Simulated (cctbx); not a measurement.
# Diagnosing a refinement

Cell a = 9.1230 Å, b = 9.1230 Å, c = 6.8400 Å, α = 90.00°, β = 90.00°, γ = 120.00°; space group P6_3/mcm (no. 193).

Simulated single-crystal data (cctbx): Ga Kα, λ = 1.3414 Å, to d = 0.83 Å, 80 % of the full sphere, strongest reflection 20000 counts, noise from counting, a 2 % proportional error and a noise floor of 4 counts (s.d.); no absorption, and some extinction, which the refinements don't model.

An isotropic refinement with weights 1/σ² prints:

```text
Rint 0.024, 184 unique reflections to 0.83 A
cycle     R1     wR2    GooF  max shift (A)
   1  0.6194  0.8915  79.149   0.03169
  12  0.0284  0.1080   9.587   0.00609
final R1 0.0317 wR2 0.1163 GooF 10.322  parameters 8  data/parameter 23.0
atom        x        y        z      Ueq    occ   su(xyz)  su(Uiso or U11)
Yb1    0.00000  0.73901  0.25000   0.0079  1.000  0.00023  0.0007
Tb1    0.66667  0.33333  0.50000   0.0085  1.000  0.00000  0.0007
Ce1    0.00000  0.39191  0.25000   0.0099  1.000  0.00025  0.0007
Ce2    0.77505  0.77505  0.50764   0.9488  1.000  0.01337  0.0520
difference map: max 2.10 min -2.22 rms 0.73
Q1    0.0000  0.2314  0.7500    6    2.15  0.27 A from Yb1
Q2    0.0000  0.3625  0.2500    6    2.03  0.27 A from Ce1
Q3    0.0000  0.0000  0.2500    2    1.89  2.38 A from Yb1
Q4    0.3333  0.6667  0.0750    8    1.79  0.51 A from Tb1
Q5    0.0000  0.4365  0.2500    6    1.75  0.41 A from Ce1
Q6    0.0000  0.0889  0.2500    6    1.43  2.10 A from Yb1
```

**Question.** Can this result stand? If not, what is the likely fault?

Mend it. The fault: spurious atom: Ce2. Against the right model at the same level, R1 goes from 0.0066 to 0.0317 and GooF from 1.23 to 10.32, Ce2 takes U = 0.95 Å², the top difference peak, 2.1 e/Å³, lies on Yb1 and a hole of -2.2 e/Å³ opens. A site with no density behind it hides by a very large U or drifts. The fit had not settled when the cycles ran out.

The compound is Tb2Yb3Ce3. The right model at the same level gives:

```text
Rint 0.024, 184 unique reflections to 0.83 A
cycle     R1     wR2    GooF  max shift (A)
   1  0.0912  0.1996  17.575   0.03468
   2  0.0066  0.0140   1.234   0.00000
final R1 0.0066 wR2 0.0140 GooF 1.234  parameters 5  data/parameter 36.8
atom        x        y        z      Ueq    occ   su(xyz)  su(Uiso or U11)
Yb1    0.00000  0.73910  0.25000   0.0096  1.000  0.00003  0.0001
Tb1    0.66667  0.33333  0.50000   0.0104  1.000  0.00000  0.0001
Ce1    0.00000  0.39181  0.25000   0.0116  1.000  0.00003  0.0001
difference map: max 0.40 min -0.64 rms 0.12
Q1    0.2261  0.4523  0.0000   12    0.40  1.69 A from Tb1
Q2    0.0000  0.4590  0.2500    6    0.40  0.61 A from Ce1
Q3    0.0000  0.1285  0.2500    6    0.39  2.06 A from Yb1
Q4    0.3333  0.6667  0.0945    8    0.38  0.65 A from Tb1
Q5    0.0591  0.2573  0.7500   12    0.35  0.56 A from Yb1
Q6    0.1600  0.5722  0.2500   12    0.30  1.56 A from Ce1
```

Isotropic U is held between 0.0001 and 1 Å² by the program, and listed peak heights are interpolated, so they can pass the grid's maximum.

This is a model crystal, built by substitution and not relaxed, with assumed displacement parameters.

[Middle refinement cycles are left out of these outputs.]

[Logs are printed without paths, hosts, clocks, repeated set-up lines and the standing remarks that a program may print on its own settings, such as how far it seeks lower states.]
